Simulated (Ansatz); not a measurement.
## What SrLiH3 (model cell, started as cubic perovskite with Sr in the octahedra) distorts into

Which phase does SrLiH3 (model cell, started as cubic perovskite with Sr in the octahedra) fall into along its unstable mode, and how much energy does it gain?

Method: DFT PBEsol, scalar-relativistic, plane waves, PAW, in Ansatz 0.2.0.

The structure was built from a prototype and need not be the compound's stable phase.

### Step 1. The starting structure

Symmetry: Pm-3m, No. 221, cubic system. The conventional cell has a = 4.592 Å, b = 4.592 Å, c = 4.592 Å, α = 90.00°, β = 90.00°, γ = 90.00°. Nearest to Li lie 12 H at 3.25 Å. Nearest to Sr lie 6 H at 2.30 Å. Nearest to H lie 2 Sr at 2.30 Å. Farther neighbours are not listed.

### Step 2. Response at finite wavevector

The cell comes from relaxations at this level that are not shown. Stability and thermal properties need the whole zone. Linear response on a 4×4×4 q mesh gives force constants as far as a supercell of that size would, and the tensors from the zone-centre run are typed in so that the long-range dipole term is interpolated apart.

File input.yaml:

```yaml
crystal:
  lattice:
    - [4.5923772974, 0.0, 0.0]
    - [0.0, 4.5923772974, 0.0]
    - [0.0, 0.0, 4.5923772974]
  atoms:
    - { symbol: Li, position: [0.0, 0.0, 0.0] }
    - { symbol: Sr, position: [0.5, 0.5, 0.5] }
    - { symbol: H, position: [0.5, 0.5, 0.0] }
    - { symbol: H, position: [0.5, 0.0, 0.5] }
    - { symbol: H, position: [0.0, 0.5, 0.5] }
kpoints:
  mp_grid: { grid: [8, 8, 8] }
hamiltonian:
  xc: pbesol
scf:
  occupations: { method: fixed }
output:
  eigenvalues: true
phonons:
  method: dfpt
  qmesh: [4, 4, 4]
  temperatures: { t_max: 1000, t_step: 50 }
  qpath:
    path:
      - [[0.0, 0.0, 0.0], [0.0, 0.5, 0.0], [0.5, 0.5, 0.0], [0.0, 0.0, 0.0], [0.5, 0.5, 0.5], [0.0, 0.5, 0.0]]
      - [[0.5, 0.5, 0.5], [0.5, 0.5, 0.0]]
    npoints: 10
  non_analytic_term:
    high_frequency_dielectric_tensor: [[3.8409, 0.0, 0.0], [0.0, 3.8409, 0.0], [0.0, 0.0, 3.8409]]
    born_effective_charges:
      - { species: Li, tensor: [[1.4242, 0.0, 0.0], [0.0, 1.4242, 0.0], [0.0, 0.0, 1.4242]] }
      - { species: Sr, tensor: [[1.5973, 0.0, 0.0], [0.0, 1.5973, 0.0], [0.0, 0.0, 1.5973]] }
      - { species: H, tensor: [[-1.0177, 0.0, 0.0], [0.0, -1.0177, 0.0], [0.0, 0.0, -0.9862]] }
      - { species: H, tensor: [[-1.0177, 0.0, 0.0], [0.0, -0.9862, 0.0], [0.0, 0.0, -1.0177]] }
      - { species: H, tensor: [[-0.9862, 0.0, 0.0], [0.0, -1.0177, 0.0], [0.0, 0.0, -1.0177]] }
    source: "zone-centre run at this cell"
```

Command:

```
> ansatz run input.yaml --threads 8 --pin off --max-ram 14336MiB --backend cpu --events-out ev --progress --plain --runs-dir out
```

Numbers of over 12 decimals in the logs are rounded to 6 here.

The log of the run:

```text
Engine: ansatz 0.2.0, aarch64-unknown-linux-gnu
Pseudopotentials: kind: paw
Pseudopotential: Li, paw, valence charge 3, recommended cutoff 420 eV (normal), Li.paw.azcp
Pseudopotential: Sr, paw, valence charge 10, recommended cutoff 420 eV (normal), Sr.paw.azcp
Pseudopotential: H, paw, valence charge 1, recommended cutoff 420 eV (normal), H.paw.azcp
Functional definition: PBEsol
  exchange = pbesol_x
  correlation = pbesol_c
Crystal: 5 atoms, lattice volume = 96.853 Å³
Basis set: ecut = 420 eV, 1863 PW (Γ), exchange–correlation on 64×64×64 points (8 copies of the dense FFT grid, shifted against one another)
Bands: 13, of which v1, the nominal top of the filled ones, is band 8 counted from 1 (7 counted from 0)
Symmetry: 48 space group operations
k-points: 35 of 512
Non-local potential: Li, projectors of the file, l = 0: 3, l = 1: 2, l = 2: 1
Non-local potential: Sr, projectors of the file, l = 0: 3, l = 1: 2, l = 2: 2
Non-local potential: H, projectors of the file, l = 0: 2, l = 1: 1
PAW form: soft (Blöchl's): semilocal exchange-correlation on the pseudo side does not see the compensation charge
PAW frozen core: Sr, regenerated for the run's functional, and the local potential with it (the file was generated under x = pbe(κ = 0.804, μ = 0.219515), c = pbe(β = 0.066725))
PAW one-centre angular grid: Li, 110 points (default); XC on 64 Gauss nodes
PAW one-centre angular grid: Sr, 110 points (default); XC on 64 Gauss nodes
PAW one-centre angular grid: H, 110 points (default); XC on 64 Gauss nodes
Initial density: superposition of atomic densities (neutral atoms: chi_scale 0, normalization atom), corrected by the library's trained network
Initial wavefunctions: pseudopotential atomic-orbital guess
Functional: x = pbesol(κ = 0.804, μ = 0.123457), c = pbesol(β = 0.046)
SCF iter   1: F=—  HF=-3742.326067 eV  |F-HF|=—  |Δ(HF+E_count)|=         —  Δρ=6.18e-3  dr2=3.57e-2  ethr=1.77e-3  ⟨swp⟩=5.3  Hψ=2630  notcnv=0  defer=66
preconditioner: auto → Resta (q_TF=auto, 2.021 Å⁻¹)  ε∞=3.6  [insulator: Δε(μ)=1.554 eV  Ē_g=5.748 eV  n_scr=18 (ndim 8)  ℏωp=9.2 eV  f_vac=0.000  ε∞_Penn≈3.6]
SCF iter   2: F=—  HF=-3742.317532 eV  |F-HF|=—  |Δ(HF+E_count)|=   8.53e-3  Δρ=2.48e-3  dr2=6.73e-3  ethr=2.23e-4  ⟨swp⟩=1.5  Hψ=759  notcnv=0  defer=77
SCF iter   3: F=—  HF=-3742.316038 eV  |F-HF|=—  |Δ(HF+E_count)|=   1.49e-3  Δρ=2.52e-4  dr2=1.09e-4  ethr=4.21e-5  ⟨swp⟩=2.0  Hψ=602  notcnv=0  defer=91
SCF iter   4: F=—  HF=-3742.316089 eV  |F-HF|=—  |Δ(HF+E_count)|=   5.14e-5  Δρ=6.45e-5  dr2=3.04e-6  ethr=6.83e-7  ⟨swp⟩=2.3  Hψ=681  notcnv=0  defer=92
SCF iter   5: F=—  HF=-3742.316092 eV  |F-HF|=—  |Δ(HF+E_count)|=   3.30e-6  Δρ=1.65e-5  dr2=2.35e-7  ethr=1.90e-8  ⟨swp⟩=2.5  Hψ=671  notcnv=0  defer=63
SCF iter   6: F=—  HF=-3742.316088 eV  |F-HF|=—  |Δ(HF+E_count)|=   4.16e-6  Δρ=2.71e-6  dr2=1.18e-8  ethr=1.47e-9  ⟨swp⟩=2.5  Hψ=581  notcnv=0  defer=50
SCF iter   7: F=—  HF=-3742.316088 eV  |F-HF|=—  |Δ(HF+E_count)|=   3.77e-9  Δρ=6.14e-7  dr2=3.83e-10  ethr=7.35e-11  ⟨swp⟩=2.8  Hψ=660  notcnv=0  defer=50
SCF iter   8: F=-3742.316088 eV  HF=-3742.316088 eV  |F-HF|=3.64e-12  |Δ(HF+E_count)|=  2.35e-10  Δρ=1.14e-7  dr2=9.73e-12  ethr=1.00e-12  ⟨swp⟩=11.9  Hψ=3753  notcnv=0
SCF 1 converged in 8 iterations: F = -3742.316088 eV  dr2 = 9.73e-12
  greatest PAW one-centre occupation: 0.999 electrons in one spin orbital (limit 2), on the Li atom at site 0 (counted from 0), in its partial waves of l = 0
NSCF: frozen V_eff on 35 k-points
NSCF: frozen V_eff on 125 k-points
DFPT response loops at q = (0, 0, 0) (fractional): preconditioner auto → none (the input reference at scf.mixing.eps_inf says where Resta's filter doesn't serve); β = 0.50; Broyden in place of MSR1
NSCF: frozen V_eff on 400 k-points
DFPT response loops at q = (0, 0, 0.25) (fractional): preconditioner auto → Resta (q_TF=auto, 2.021 Å⁻¹)  ε∞=6.0 (no band partly filled); β = 1.00, the filter's whole step (`scf.mixing.beta` (0.50) is not read by the response loops at its default; to damp them type it under 1.00, their step now; it binds the ground state too); Broyden in place of MSR1
NSCF: frozen V_eff on 250 k-points
DFPT response loops at q = (0, 0, -0.5) (fractional): mixed as the last ones told, above
NSCF: frozen V_eff on 640 k-points
DFPT response loops at q = (0, 0.25, 0.25) (fractional): mixed as the last ones told, above
NSCF: frozen V_eff on 400 k-points
DFPT response loops at q = (0, 0.25, -0.5) (fractional): mixed as the last ones told, above
NSCF: frozen V_eff on 250 k-points
DFPT response loops at q = (0, -0.5, -0.5) (fractional): mixed as the last ones told, above
NSCF: frozen V_eff on 1024 k-points
DFPT response loops at q = (0.25, 0.25, 0.25) (fractional): mixed as the last ones told, above
NSCF: frozen V_eff on 640 k-points
DFPT response loops at q = (0.25, 0.25, -0.5) (fractional): mixed as the last ones told, above
NSCF: frozen V_eff on 400 k-points
DFPT response loops at q = (0.25, -0.5, -0.5) (fractional): mixed as the last ones told, above
NSCF: frozen V_eff on 250 k-points
DFPT response loops at q = (-0.5, -0.5, -0.5) (fractional): mixed as the last ones told, above
SCF converged after 8 iterations
Free energy (F): -3742.316088 eV
Harris-Foulkes:  -3742.316088 eV  (|F-HF|=3.64e-12)
Internal energy: -3742.316088 eV  (E = F + TS)
E sigma→0 (E₀):  -3742.316088 eV
Fermi energy:    0.729304 eV
--- Per-component energies (eV) ---
  E_band       = -243.601976
  E_kinetic    = 305.125268
  E_local      = -1029.250079  (includes V_loc(G=0)·N_el)
  E_nonlocal   = 174.396936
  E_hartree    = 284.467530
  E_xc         = -207.231868
  E_vxc        = -207.707025  (∫ρ·V_xc dr)
  E_paw        = -2665.373208  (= ΣΔE_a)
  E_vpaw       = -55.098808  (= ΣTr[D̂ρ^β])
  E_aug_tail   = -0.003343  (compensation charges beyond the density's cutoff)
  E_ewald      = -604.581672
  E_core_change = 0.134347  (= ΣΔE_core)
  E_smearing   = -0.000000  (= −TS)
  E_closure    = -0.000000  (closes the sum)
  Σ components = -3742.316088   (vs F -3742.316088, Δ=0.00e0)
--- Band table (eV; the first three rows and the last of 35) ---
  k-point 0: bands = [... 4 lower, -14.1340, -2.5207, -0.2758, -0.2758, 5.8724, 5.8724, 5.8724, 6.0194, ... 1 higher]
  k-point 1: bands = [... 4 lower, -14.1332, -2.4134, -0.2554, -0.2341, 5.1913, 5.7674, 5.7674, 6.6098, ... 1 higher]
  k-point 2: bands = [... 4 lower, -14.1311, -2.1334, -0.2050, -0.1607, 4.6624, 5.5419, 5.5419, 6.9526, ... 1 higher]
  k-point 34: bands = [... 4 lower, -14.2435, 0.7293, 0.7293, 0.7293, 2.9950, 2.9950, 2.9950, 5.1768, ... 1 higher]
--- Phonons (Γ-DFPT): 4 representative perturbations + reference (Σ response iterations 12) ---
  ASR residual: 7.769e-5 → 0.000e0 eV/Å²; symmetrization residual: 2.796e-7 eV/Å²
  ASR residual per site (eV/Å²): 4.73e-7 7.77e-5 2.79e-5 2.79e-5 2.79e-5
  Γ frequencies (cm⁻¹): -421.03 -421.03 -421.03 -418.93 -418.93 -418.93 0.00 0.00 0.00 241.57 241.57 241.57 1287.16 1287.16 1287.16
--- Phonons (arbitrary-q DFPT): 10 irreducible q on the 4×4×4 mesh ---
  q = [0.0000, 0.0000, 0.0000] (star 1, of the zone-centre solve; hermiticity 8.22e-8, symmetrization 1.74e-13): -421.03 -421.03 -421.03 -418.93 -418.93 -418.93 -0.00 -0.00 0.00 241.57 241.57 241.57 1287.16 1287.16 1287.16
  q = [0.0000, 0.0000, 0.2500] (star 6, 9 solved perturbations in 1560 linear systems a pass and spin channel, the states on 200 of 512 k-point pairs; hermiticity 9.08e-8, symmetrization 9.26e-14): -409.65 -409.65 -380.67 -380.67 -359.58 37.14 37.14 86.86 139.86 211.85 211.85 432.01 1286.79 1286.79 1351.26
  q = [0.0000, 0.0000, -0.5000] (star 3, 9 solved perturbations in 975 linear systems a pass and spin channel, the states on 125 of 512 k-point pairs; hermiticity 1.63e-7, symmetrization 8.26e-8): -396.74 -396.74 -346.97 -346.97 -295.01 71.30 71.30 115.64 161.89 174.42 174.42 452.40 1286.42 1286.42 1362.59
  q = [0.0000, 0.2500, 0.2500] (star 12, 9 solved perturbations in 2460 linear systems a pass and spin channel, the states on 320 of 512 k-point pairs; hermiticity 5.11e-8, symmetrization 1.57e-14): -478.05 -380.38 -370.57 -356.95 -308.43 37.05 88.18 96.71 171.66 216.98 307.44 451.07 1286.45 1296.20 1357.11
  q = [0.0000, 0.2500, -0.5000] (star 12, 15 solved perturbations on 200 of 512 k-point pairs; hermiticity 5.48e-8, symmetrization 2.38e-8): -495.06 -370.42 -340.75 -323.30 -319.41 68.22 94.91 102.03 120.88 305.36 321.34 472.62 1286.11 1299.01 1367.34
  q = [0.0000, -0.5000, -0.5000] (star 3, 9 solved perturbations in 975 linear systems a pass and spin channel, the states on 125 of 512 k-point pairs; hermiticity 6.82e-8, symmetrization 3.37e-8): -553.41 -361.61 -361.61 -282.17 -282.17 -136.36 64.15 123.98 123.98 378.50 378.50 488.18 1285.78 1306.59 1375.71
  q = [0.2500, 0.2500, 0.2500] (star 8, 4 solved perturbations in 1376 linear systems a pass and spin channel, the states on 512 of 512 k-point pairs; hermiticity 3.73e-8, symmetrization 7.79e-14): -491.70 -465.42 -465.42 -280.26 -280.26 -135.72 108.72 112.92 112.92 377.12 377.12 469.00 1295.67 1295.67 1362.96
  q = [0.2500, 0.2500, -0.5000] (star 12, 9 solved perturbations in 2460 linear systems a pass and spin channel, the states on 320 of 512 k-point pairs; hermiticity 2.92e-7, symmetrization 1.50e-7): -508.60 -478.65 -471.69 -294.17 -272.66 -173.10 109.92 118.21 146.64 416.61 426.34 491.08 1295.16 1300.34 1372.52
  q = [0.2500, -0.5000, -0.5000] (star 6, 9 solved perturbations in 1560 linear systems a pass and spin channel, the states on 200 of 512 k-point pairs; hermiticity 4.71e-8, symmetrization 4.14e-9): -556.53 -495.61 -495.61 -283.34 -283.34 -224.37 116.43 146.76 146.76 473.66 473.66 507.27 1296.64 1306.03 1380.79
  q = [-0.5000, -0.5000, -0.5000] (star 1, 4 solved perturbations in 350 linear systems a pass and spin channel, the states on 125 of 512 k-point pairs; hermiticity 4.59e-8, symmetrization 1.91e-8): -559.63 -559.63 -559.63 -280.43 -280.43 -280.43 149.25 149.25 149.25 522.55 522.55 522.55 1305.47 1305.47 1388.51
  sum rule: each row above includes the acoustic sum rule's correction from the zone centre's row sums; it moved no ω² by more than (2.74 cm⁻¹)²
  mesh force constants: q→R imaginary residual 8.35e-19; ASR residual 7.769e-5 → 0.000e0 eV/Å²; symmetrization residual 7.105e-15 eV/Å²
  interpolated dispersion: 63 rows × 15 modes
  density of states and harmonic sums: on the 16×16×16 q-mesh, interpolated from the force constants of a 4×4×4 supercell (with the dipole–dipole term of supplied tensors)
  largest difference from the sums on the solved wave vectors: F 1.20e-3 eV, S 4.64e-6 and C_V 2.72e-6 eV/K
  zero-point energy: 0.338378 eV/cell   skipped modes (ω ≤ 0): 917, of them read as no rigid motion or as one in doubt: 914 (5.555e0 modes/cell left out, lowest -559.63 cm⁻¹)   left out of the sums: 3.70e-1 of the cell's modes: C_V's classical limit lies that fraction below 3 k_B per atom; for a crystal, a wire or a layer, F and S can be off by more, and a phonons.interpolated_qmesh denser along its periods is the remedy for the sampling
```

It took 2 min on 8 threads of Arm Neoverse V2, shared host; peak memory 1.5 GiB; 15 min of CPU time.

Numbers from this step:

```yaml
gap_on_the_k_mesh: 1.664 eV
volume_per_atom: 19.37 Å³
sum_rule_residual_before_enforcement: 7.77e-5 eV/Å²
lowest_frequency_on_the_path: -559.6 cm⁻¹
point_group: m-3m
highest_frequency_on_the_path_or_at_a_solved_wavevector: 1389 cm⁻¹
highest_optical_mode_at_the_zone_centre_no_lo_to_term: 1287 cm⁻¹
lowest_optical_zone_centre_mode: -421.0 cm⁻¹
lowest_mode_on_the_q_mesh_acoustic_modes_at_gamma_apart: -559.6 cm⁻¹
```

Frequencies (cm⁻¹) solved at each irreducible wavevector; negative means imaginary. Frequencies by wavevector, by row:

| q in reciprocal lattice units | star | mode 1 | mode 2 | mode 3 | mode 4 | mode 13 | mode 14 | mode 15 |
| --- | --- | --- | --- | --- | --- | --- | --- | --- |
| 0 0 0 | 1 | -421 | -421 | -421 | -418.9 | 1287 | 1287 | 1287 |
| 0 0 0.25 | 6 | -409.6 | -409.6 | -380.7 | -380.7 | 1287 | 1287 | 1351 |
| 0 0 -0.5 | 3 | -396.7 | -396.7 | -347 | -347 | 1286 | 1286 | 1363 |
| 0 0.25 0.25 | 12 | -478.1 | -380.4 | -370.6 | -356.9 | 1286 | 1296 | 1357 |
| 0 0.25 -0.5 | 12 | -495.1 | -370.4 | -340.8 | -323.3 | 1286 | 1299 | 1367 |
| 0 -0.5 -0.5 | 3 | -553.4 | -361.6 | -361.6 | -282.2 | 1286 | 1307 | 1376 |
| 0.25 0.25 0.25 | 8 | -491.7 | -465.4 | -465.4 | -280.3 | 1296 | 1296 | 1363 |
| 0.25 0.25 -0.5 | 12 | -508.6 | -478.6 | -471.7 | -294.2 | 1295 | 1300 | 1372 |
| 0.25 -0.5 -0.5 | 6 | -556.5 | -495.6 | -495.6 | -283.3 | 1297 | 1306 | 1381 |
| -0.5 -0.5 -0.5 | 1 | -559.6 | -559.6 | -559.6 | -280.4 | 1306 | 1306 | 1388 |

Interpolated from a 4×4×4 q mesh, with the LO-TO term (at Γ the limit along the path; where Γ stands inside the path, tables give the limit on arrival). The phonon branches at the labelled points (cm⁻¹):

| point | branch 1 | branch 2 | branch 3 | branch 4 | branch 12 | branch 13 | branch 14 | branch 15 |
| --- | --- | --- | --- | --- | --- | --- | --- | --- |
| Γ | -421 | -421 | -421 | -419 | 412 | 1287 | 1287 | 1341 |
| halfway | -410 | -410 | -381 | -381 | 432 | 1287 | 1287 | 1351 |
| X | -397 | -397 | -347 | -347 | 452 | 1286 | 1286 | 1363 |
| halfway | -495 | -370 | -341 | -323 | 473 | 1286 | 1299 | 1367 |
| M | -553 | -362 | -362 | -282 | 488 | 1286 | 1307 | 1376 |
| halfway | -478 | -380 | -371 | -357 | 451 | 1286 | 1296 | 1357 |
| Γ | -421 | -421 | -421 | -419 | 412 | 1287 | 1287 | 1341 |
| halfway | -492 | -465 | -465 | -280 | 469 | 1296 | 1296 | 1363 |
| R | -560 | -560 | -560 | -280 | 523 | 1306 | 1306 | 1388 |
| halfway | -509 | -479 | -472 | -294 | 491 | 1295 | 1300 | 1372 |
| X | -397 | -397 | -347 | -347 | 452 | 1286 | 1286 | 1363 |
| jump to R | -560 | -560 | -560 | -280 | 523 | 1306 | 1306 | 1388 |
| halfway | -556 | -496 | -496 | -283 | 507 | 1297 | 1306 | 1381 |
| M | -553 | -362 | -362 | -282 | 488 | 1286 | 1307 | 1376 |

Symmetry leaves 10 wavevectors to solve. The lowest mode among them, the acoustic zeros apart, lies at q = (-0.5, -0.5, -0.5) and is imaginary, 559.6i cm⁻¹, so the energy falls along it.

### Step 3. The mode frozen in, largest atomic shift 0 Å

The mode followed lies at q = (0.25, -0.5, -0.5) with frequency 556.5i cm⁻¹, one of the unstable modes though not the softest. At small amplitude the distorted cell has space group no. 140 by a symmetry search on the positions. The undistorted cell that holds it gives the zero of energy on the same k mesh.

System of this step: SrLiH3 (model cell, started as cubic perovskite with Sr in the octahedra). It takes space group Pm-3m (No. 221, cubic). The conventional cell has a = 4.592 Å, b = 4.592 Å, c = 4.592 Å, α = 90.00°, β = 90.00°, γ = 90.00°. Nearest to Li lie 12 H at 3.25 Å. Nearest to Sr lie 6 H at 2.30 Å. Nearest to H lie 2 Sr at 2.30 Å. H has 2 Sr at 2.30 Å nearest. Farther neighbours are not listed.

File input.yaml:

```yaml
crystal:
  lattice:
    - [0.0, -4.5923772974, -4.5923772974]
    - [0.0, -4.5923772974, 4.5923772974]
    - [-9.1847545949, -4.5923772974, 0.0]
  atoms:
    - { symbol: Li, position: [0.25, 0.25, 0.5] }
    - { symbol: Li, position: [0.75, 0.75, 0.5] }
    - { symbol: Li, position: [0.0, 0.0, 1.0] }
    - { symbol: Li, position: [0.5, 0.5, 1.0] }
    - { symbol: Sr, position: [0.375, 0.875, 0.25] }
    - { symbol: Sr, position: [0.875, 0.375, 0.25] }
    - { symbol: Sr, position: [0.125, 0.625, 0.75] }
    - { symbol: Sr, position: [0.625, 0.125, 0.75] }
    - { symbol: H, position: [0.125, 0.125, 0.25] }
    - { symbol: H, position: [0.625, 0.625, 0.25] }
    - { symbol: H, position: [0.875, 0.875, 0.75] }
    - { symbol: H, position: [0.375, 0.375, 0.75] }
    - { symbol: H, position: [0.625, 0.125, 0.25] }
    - { symbol: H, position: [0.125, 0.625, 0.25] }
    - { symbol: H, position: [0.375, 0.875, 0.75] }
    - { symbol: H, position: [0.875, 0.375, 0.75] }
    - { symbol: H, position: [0.5, 0.0, 0.0] }
    - { symbol: H, position: [0.0, 0.5, 0.0] }
    - { symbol: H, position: [0.25, 0.75, 0.5] }
    - { symbol: H, position: [0.75, 0.25, 0.5] }
kpoints:
  mp_grid: { grid: [4, 4, 4] }
hamiltonian:
  xc: pbesol
scf:
  occupations: { method: gaussian, width: 0.02 }
output:
  forces: true
  stress: true
  eigenvalues: true
```

The log of the run:

```text
[...]
Crystal: 20 atoms, lattice volume = 387.412 Å³
Basis set: ecut = 420 eV, 7503 PW (Γ), exchange–correlation on 90×90×144 points (8 copies of the dense FFT grid, shifted against one another)
Bands: 52, of which v1, the nominal top of the filled ones, is band 32 counted from 1 (31 counted from 0)
Symmetry: 64 space group operations
[...]
k-points: 13 of 64
[...]
k-point 0: bands = [... 28 lower, 0.4649, 0.4649, 0.4649, 0.4649, 2.6382, 2.6382, 3.9213, 3.9213, ... 5 higher]
  k-point 1: bands = [... 28 lower, 0.3261, 0.4623, 0.6398, 0.6398, 2.4581, 2.8711, 3.2513, 3.2513, ... 5 higher]
  k-point 2: bands = [... 28 lower, 0.2756, 0.7293, 0.7296, 0.7296, 2.3931, 2.9950, 2.9950, 2.9951, ... 5 higher]
  k-point 12: bands = [... 28 lower, 0.1807, 0.1807, 0.2127, 0.2127, 2.6446, 2.6446, 4.0873, 4.0873, ... 5 higher]
[key lines of the parts left out:]
SCF converged after 6 iterations
Free energy (F): -14969.263899 eV
Fermi energy:    1.561296 eV
P = ⅓ Tr σ = -0.0018 GPa (-0.018 kbar)
```

Elapsed: 1.7 s, on 8 threads; peak memory 1.2 GiB.

This step gave:

| Quantity | Value |
| --- | --- |
| pressure | -0.001799 GPa |
| energy from the undistorted cell | 0 meV/atom |

At this level the gap is 1.66 eV on the k-mesh of the self-consistent run, which can miss the band edges.

(Continued in part 2 of 2.)

[Logs are printed without paths, hosts, clocks, repeated set-up lines and the standing remarks that a program may print on its own settings, such as how far it seeks lower states.]

[Hosts, paths, dates, database ids (printed as entryN), source tags and the programs' standing remarks are cut or masked in the printed files.]
